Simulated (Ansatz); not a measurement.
**Preparing Si3N4 (P6_3/m) as a host crystal**

Aim: the runs on the perfect crystal Si3N4 (P6_3/m) that a defect calculation needs first.

Method: plane-wave PAW DFT, PBEsol; single point of the host's primitive cell on a dense mesh; PAW set soft_1, in the first sound run; inputs show where later runs differ, in Ansatz 0.2.0.

Most raw output is cut from this account.

## Step 1: Starting point

It takes space group P6_3/m (No. 176, hexagonal). Conventional cell: a = 7.624 Å, b = 7.624 Å, c = 2.910 Å, α = 90.00°, β = 90.00°, γ = 120.00°. Nearest to Si lie 4 N at 1.73 to 1.74 Å. Nearest to N lie 3 Si at 1.73 Å. N has 3 Si at 1.74 Å nearest. Farther neighbours and most contacts between anions are not listed.

As a file:

```xyz
14
Lattice="7.6245 0.0000 0.0000 -3.8122 6.6030 0.0000 0.0000 0.0000 2.9103" Properties=species:S:1:pos:R:3 pbc="T T T"
Si   -1.3768    5.4544    2.1827
Si    2.2124    1.5348    0.7276
Si    4.0352    3.9196    0.7276
Si   -0.2230    2.6834    2.1827
Si    1.5999    5.0681    2.1827
Si    5.1891    1.1485    0.7276
N     0.0000    4.4020    2.1827
N     3.8122    2.2010    0.7276
N     4.8445    4.4239    2.1827
N    -1.4090    6.4074    0.7276
N     2.4413    4.6195    0.7276
N     1.3710    1.9835    2.1827
N    -1.0323    2.1790    0.7276
N     5.2212    0.1956    2.1827
```

## Step 2: Primitive cell on a dense mesh

A dense mesh gives the host's converged energy, against which the supercell's sampling is tested.

The input, dense/input.yaml:

```yaml
crystal:
  lattice:
    - [7.6244572548, 0.0, 0.0]
    - [-3.8122286274, 6.6029736727, 0.0]
    - [0.0, 0.0, 2.9102557759]
  atoms:
    - { symbol: Si, position: [0.2324454814, 0.8260559098, 0.75] }
    - { symbol: Si, position: [0.4063895716, 0.2324454814, 0.25] }
    - { symbol: Si, position: [0.8260559098, 0.5936104284, 0.25] }
    - { symbol: Si, position: [0.1739440902, 0.4063895716, 0.75] }
    - { symbol: Si, position: [0.5936104284, 0.7675545186, 0.75] }
    - { symbol: Si, position: [0.7675545186, 0.1739440902, 0.25] }
    - { symbol: "N", position: [0.3333333333, 0.6666666667, 0.75] }
    - { symbol: "N", position: [0.6666666667, 0.3333333333, 0.25] }
    - { symbol: "N", position: [0.9703841152, 0.6699911715, 0.75] }
    - { symbol: "N", position: [0.3003929436, 0.9703841152, 0.25] }
    - { symbol: "N", position: [0.6699911715, 0.6996070564, 0.25] }
    - { symbol: "N", position: [0.3300088285, 0.3003929436, 0.75] }
    - { symbol: "N", position: [0.0296158848, 0.3300088285, 0.25] }
    - { symbol: "N", position: [0.6996070564, 0.0296158848, 0.75] }
basis:
  ecutwfc: 420
  xc_grid: 2
hamiltonian:
  xc: pbesol
  pseudopotentials: { kind: paw, azcp: { folder: soft_1 }, xc_functional: pbe }
kpoints:
  mp_grid: { grid: [4, 4, 9] }
scf:
  occupations: { method: fermi_dirac, width: 0.01 }
  max_iter: 80
```

The run is started by

```console
$ ansatz run input.yaml --threads 8 --pin off --max-ram 22609MiB --backend cpu --events-out ev --progress --plain --runs-dir out
```

It took 1.2 s on 8 threads of Arm Neoverse V2, shared host; peak memory 0.63 GiB; 8.6 s of CPU time.

## Step 3: Self-consistent run

This step: plane-wave PAW DFT, PBEsol; single point of the defect-free supercell, a test of its k-points; PAW set soft_1 (Ansatz 0.2.0).

System of this step: Si3N4 (P6_3/m). The cell holds 126 atoms: 54 Si and 72 N. Cell: a = 13.206 Å, b = 13.206 Å, c = 8.731 Å, α = 90.0°, β = 90.0°, γ = 120.0°.

The input, pristine.sampling/input.yaml:

```yaml
crystal:
  lattice:
    - [11.4366858822, 6.6029736727, 0.0]
    - [-11.4366858822, 6.6029736727, 0.0]
    - [0.0, 0.0, 8.7307673276]
  atoms:
    - { symbol: Si, position: [0.0195004637, 0.8065554461, 0.25] }
    - { symbol: Si, position: [0.3528337971, 0.4732221127, 0.25] }
    - { symbol: Si, position: [0.6861671304, 0.1398887794, 0.25] }
    - { symbol: Si, position: [0.2129450177, 0.0195004637, 0.0833333333] }
    - { symbol: Si, position: [0.546278351, 0.6861671304, 0.0833333333] }
    - { symbol: Si, position: [0.8796116843, 0.3528337971, 0.0833333333] }
    - { symbol: Si, position: [0.1398887794, 0.453721649, 0.0833333333] }
    - { symbol: Si, position: [0.4732221127, 0.1203883157, 0.0833333333] }
    - { symbol: Si, position: [0.8065554461, 0.7870549823, 0.0833333333] }
    - { symbol: Si, position: [0.1934445539, 0.2129450177, 0.25] }
    - { symbol: Si, position: [0.5267778873, 0.8796116843, 0.25] }
    - { symbol: Si, position: [0.8601112206, 0.546278351, 0.25] }
    - { symbol: Si, position: [0.1203883157, 0.6471662029, 0.25] }
    - { symbol: Si, position: [0.453721649, 0.3138328696, 0.25] }
    - { symbol: Si, position: [0.7870549823, 0.9804995363, 0.25] }
    - { symbol: Si, position: [0.3138328696, 0.8601112206, 0.0833333333] }
    - { symbol: Si, position: [0.6471662029, 0.5267778873, 0.0833333333] }
    - { symbol: Si, position: [0.9804995363, 0.1934445539, 0.0833333333] }
    - { symbol: "N", position: [0.0, 0.6666666667, 0.25] }
    - { symbol: "N", position: [0.3333333333, 0.3333333334, 0.25] }
    - { symbol: "N", position: [0.6666666667, 0.0, 0.25] }
    - { symbol: "N", position: [0.0, 0.3333333333, 0.0833333333] }
    - { symbol: "N", position: [0.3333333333, 0.0, 0.0833333333] }
    - { symbol: "N", position: [0.6666666667, 0.6666666666, 0.0833333333] }
    - { symbol: "N", position: [0.2134584289, 0.4565327427, 0.25] }
    - { symbol: "N", position: [0.5467917623, 0.1231994093, 0.25] }
    - { symbol: "N", position: [0.8801250956, 0.789866076, 0.25] }
    - { symbol: "N", position: [0.0902590196, 0.8801250956, 0.0833333333] }
    - { symbol: "N", position: [0.4235923529, 0.5467917623, 0.0833333333] }
    - { symbol: "N", position: [0.7569256863, 0.2134584289, 0.0833333333] }
    - { symbol: "N", position: [0.1231994093, 0.5764076471, 0.0833333333] }
    - { symbol: "N", position: [0.4565327427, 0.2430743137, 0.0833333333] }
    - { symbol: "N", position: [0.789866076, 0.9097409804, 0.0833333333] }
    - { symbol: "N", position: [0.210133924, 0.0902590196, 0.25] }
    - { symbol: "N", position: [0.5434672573, 0.7569256863, 0.25] }
    - { symbol: "N", position: [0.8768005907, 0.4235923529, 0.25] }
    - { symbol: "N", position: [0.1198749044, 0.210133924, 0.0833333333] }
    - { symbol: "N", position: [0.4532082377, 0.8768005907, 0.0833333333] }
    - { symbol: "N", position: [0.7865415711, 0.5434672573, 0.0833333333] }
    - { symbol: "N", position: [0.2430743137, 0.7865415711, 0.25] }
    - { symbol: "N", position: [0.5764076471, 0.4532082377, 0.25] }
    - { symbol: "N", position: [0.9097409804, 0.1198749044, 0.25] }
    - { symbol: Si, position: [0.0195004637, 0.8065554461, 0.5833333333] }
    - { symbol: Si, position: [0.3528337971, 0.4732221127, 0.5833333333] }
    - { symbol: Si, position: [0.6861671304, 0.1398887794, 0.5833333333] }
    - { symbol: Si, position: [0.2129450177, 0.0195004637, 0.4166666667] }
    - { symbol: Si, position: [0.546278351, 0.6861671304, 0.4166666667] }
    - { symbol: Si, position: [0.8796116843, 0.3528337971, 0.4166666667] }
    - { symbol: Si, position: [0.1398887794, 0.453721649, 0.4166666667] }
    - { symbol: Si, position: [0.4732221127, 0.1203883157, 0.4166666667] }
    - { symbol: Si, position: [0.8065554461, 0.7870549823, 0.4166666667] }
    - { symbol: Si, position: [0.1934445539, 0.2129450177, 0.5833333333] }
    - { symbol: Si, position: [0.5267778873, 0.8796116843, 0.5833333333] }
    - { symbol: Si, position: [0.8601112206, 0.546278351, 0.5833333333] }
    - { symbol: Si, position: [0.1203883157, 0.6471662029, 0.5833333333] }
    - { symbol: Si, position: [0.453721649, 0.3138328696, 0.5833333333] }
    - { symbol: Si, position: [0.7870549823, 0.9804995363, 0.5833333333] }
    - { symbol: Si, position: [0.3138328696, 0.8601112206, 0.4166666667] }
    - { symbol: Si, position: [0.6471662029, 0.5267778873, 0.4166666667] }
    - { symbol: Si, position: [0.9804995363, 0.1934445539, 0.4166666667] }
    - { symbol: "N", position: [0.0, 0.6666666667, 0.5833333333] }
    - { symbol: "N", position: [0.3333333333, 0.3333333334, 0.5833333333] }
    - { symbol: "N", position: [0.6666666667, 0.0, 0.5833333333] }
    - { symbol: "N", position: [0.0, 0.3333333333, 0.4166666667] }
    - { symbol: "N", position: [0.3333333333, 0.0, 0.4166666667] }
    - { symbol: "N", position: [0.6666666667, 0.6666666666, 0.4166666667] }
    - { symbol: "N", position: [0.2134584289, 0.4565327427, 0.5833333333] }
    - { symbol: "N", position: [0.5467917623, 0.1231994093, 0.5833333333] }
    - { symbol: "N", position: [0.8801250956, 0.789866076, 0.5833333333] }
    - { symbol: "N", position: [0.0902590196, 0.8801250956, 0.4166666667] }
    - { symbol: "N", position: [0.4235923529, 0.5467917623, 0.4166666667] }
    - { symbol: "N", position: [0.7569256863, 0.2134584289, 0.4166666667] }
    - { symbol: "N", position: [0.1231994093, 0.5764076471, 0.4166666667] }
    - { symbol: "N", position: [0.4565327427, 0.2430743137, 0.4166666667] }
    - { symbol: "N", position: [0.789866076, 0.9097409804, 0.4166666667] }
    - { symbol: "N", position: [0.210133924, 0.0902590196, 0.5833333333] }
    - { symbol: "N", position: [0.5434672573, 0.7569256863, 0.5833333333] }
    - { symbol: "N", position: [0.8768005907, 0.4235923529, 0.5833333333] }
    - { symbol: "N", position: [0.1198749044, 0.210133924, 0.4166666667] }
    - { symbol: "N", position: [0.4532082377, 0.8768005907, 0.4166666667] }
    - { symbol: "N", position: [0.7865415711, 0.5434672573, 0.4166666667] }
    - { symbol: "N", position: [0.2430743137, 0.7865415711, 0.5833333333] }
    - { symbol: "N", position: [0.5764076471, 0.4532082377, 0.5833333333] }
    - { symbol: "N", position: [0.9097409804, 0.1198749044, 0.5833333333] }
    - { symbol: Si, position: [0.0195004637, 0.8065554461, 0.9166666667] }
    - { symbol: Si, position: [0.3528337971, 0.4732221127, 0.9166666667] }
    - { symbol: Si, position: [0.6861671304, 0.1398887794, 0.9166666667] }
    - { symbol: Si, position: [0.2129450177, 0.0195004637, 0.75] }
    - { symbol: Si, position: [0.546278351, 0.6861671304, 0.75] }
    - { symbol: Si, position: [0.8796116843, 0.3528337971, 0.75] }
    - { symbol: Si, position: [0.1398887794, 0.453721649, 0.75] }
    - { symbol: Si, position: [0.4732221127, 0.1203883157, 0.75] }
    - { symbol: Si, position: [0.8065554461, 0.7870549823, 0.75] }
    - { symbol: Si, position: [0.1934445539, 0.2129450177, 0.9166666667] }
    - { symbol: Si, position: [0.5267778873, 0.8796116843, 0.9166666667] }
    - { symbol: Si, position: [0.8601112206, 0.546278351, 0.9166666667] }
    - { symbol: Si, position: [0.1203883157, 0.6471662029, 0.9166666667] }
    - { symbol: Si, position: [0.453721649, 0.3138328696, 0.9166666667] }
    - { symbol: Si, position: [0.7870549823, 0.9804995363, 0.9166666667] }
    - { symbol: Si, position: [0.3138328696, 0.8601112206, 0.75] }
    - { symbol: Si, position: [0.6471662029, 0.5267778873, 0.75] }
    - { symbol: Si, position: [0.9804995363, 0.1934445539, 0.75] }
    - { symbol: "N", position: [0.0, 0.6666666667, 0.9166666667] }
    - { symbol: "N", position: [0.3333333333, 0.3333333334, 0.9166666667] }
    - { symbol: "N", position: [0.6666666667, 0.0, 0.9166666667] }
    - { symbol: "N", position: [0.0, 0.3333333333, 0.75] }
    - { symbol: "N", position: [0.3333333333, 0.0, 0.75] }
    - { symbol: "N", position: [0.6666666667, 0.6666666666, 0.75] }
    - { symbol: "N", position: [0.2134584289, 0.4565327427, 0.9166666667] }
    - { symbol: "N", position: [0.5467917623, 0.1231994093, 0.9166666667] }
    - { symbol: "N", position: [0.8801250956, 0.789866076, 0.9166666667] }
    - { symbol: "N", position: [0.0902590196, 0.8801250956, 0.75] }
    - { symbol: "N", position: [0.4235923529, 0.5467917623, 0.75] }
    - { symbol: "N", position: [0.7569256863, 0.2134584289, 0.75] }
    - { symbol: "N", position: [0.1231994093, 0.5764076471, 0.75] }
    - { symbol: "N", position: [0.4565327427, 0.2430743137, 0.75] }
    - { symbol: "N", position: [0.789866076, 0.9097409804, 0.75] }
    - { symbol: "N", position: [0.210133924, 0.0902590196, 0.9166666667] }
    - { symbol: "N", position: [0.5434672573, 0.7569256863, 0.9166666667] }
    - { symbol: "N", position: [0.8768005907, 0.4235923529, 0.9166666667] }
    - { symbol: "N", position: [0.1198749044, 0.210133924, 0.75] }
    - { symbol: "N", position: [0.4532082377, 0.8768005907, 0.75] }
    - { symbol: "N", position: [0.7865415711, 0.5434672573, 0.75] }
    - { symbol: "N", position: [0.2430743137, 0.7865415711, 0.9166666667] }
    - { symbol: "N", position: [0.5764076471, 0.4532082377, 0.9166666667] }
    - { symbol: "N", position: [0.9097409804, 0.1198749044, 0.9166666667] }
basis:
  ecutwfc: 420
  xc_grid: 2
hamiltonian:
  xc: pbesol
  pseudopotentials: { kind: paw, azcp: { folder: soft_1 }, xc_functional: pbe }
kpoints:
  mp_grid: { grid: [1, 1, 1], shift: [0.25, 0.25, 0.25] }
scf:
  occupations: { method: fermi_dirac, width: 0.01 }
  max_iter: 80
```

Run time: 6.6 s. Hardware: 8 threads; peak memory 2.9 GiB; 48 s of CPU time.

This step gave:

```
energy over dense mesh : -1.88e-4 eV/atom
```

## Step 4: Defect free supercell relaxed from its symmetric sites

This cell, the one that will hold the defects, is built from the relaxed host. Its coarser k-points can move the atoms a little, so it is relaxed from the symmetric sites, as the reference for the test of stability.

This step: plane-wave PAW DFT, PBEsol; relaxation of the defect-free supercell from its symmetric sites; PAW set soft_1 (Ansatz 0.2.0).

pristine.symmetric/input.yaml, as its differences from pristine.sampling/input.yaml of step 3:

```diff
@@ -143 +143,12 @@
   max_iter: 80
+output:
+  forces: true
+relax:
+  f_tol: 0.01
+  max_steps: 60
+  escape_saddle: false
+checkpoint:
+  write: "../pristine.symmetric.run"
+  compress: false
+  write_wavefunctions: false
+  write_every: 100000
```

It took 13 s on 8 threads; peak memory 2.9 GiB.

No atom moved by 0.005 Å in the relaxation.

## Step 5: Defect free supercell relaxed from displaced atoms

This step: plane-wave PAW DFT, PBEsol; relaxation of the defect-free supercell from random displacements, a test of the host's stability; PAW set soft_1 (Ansatz 0.2.0).

pristine.rattled/input.yaml, as its differences from pristine.symmetric/input.yaml of step 4:

```diff
@@ -147,6 +147,6 @@
   f_tol: 0.01
-  max_steps: 60
-  escape_saddle: false
+  max_steps: 120
+  random_displacement: { amplitude: 0.08, seed: 8616 }
 checkpoint:
-  write: "../pristine.symmetric.run"
+  write: "../pristine.rattled.run"
   compress: false
```

It took 80 s on 8 threads; peak memory 2.9 GiB; 10 min of CPU time.

Step by step:

| step | energy less that of the first step (eV) | largest force component (eV/Å) |
| --- | --- | --- |
| 1 | 0.0000 | 4.6802 |
| 2 | -7.6820 | 2.7872 |
| 3 | -12.2574 | 0.0505 |
| 4 | -12.2574 | 0.0505 |
| 5 | -12.2602 | 0.0025 |
| 6 | -12.2602 | 0.0025 |

The relaxation ends 97 meV an atom lower than the displaced start, with a largest force component of 0.0025 eV/Å.

## Step 6: Summary of results

| Property | Result |
| --- | --- |
| supercell relaxed in its symmetry less the displaced and relaxed one | 0.000 eV |
| energy an atom at one point at (¼, ¼, ¼) less that on the dense mesh | 0.000 eV |

In words: Step 5: The energy fell by 12.260 eV from the randomly displaced start; the atoms end within 0.005 Å of the sites as typed, once the mean shift is taken out. The displaced cell ends within 0.01 eV of the symmetric one relaxed in its symmetry, so no lower structure shows in this supercell. All at zero temperature.

[Logs are printed without paths, hosts, clocks, repeated set-up lines and the standing remarks that a program may print on its own settings, such as how far it seeks lower states.]

[Hosts, paths, dates, database ids (printed as entryN), source tags and the programs' standing remarks are cut or masked in the printed files.]

[Runs of the host that timed out are not shown.]

[For some hosts the program warned that the k-mesh of the response run may be too coarse for force constants and the static dielectric constant; such warnings are not always shown.]
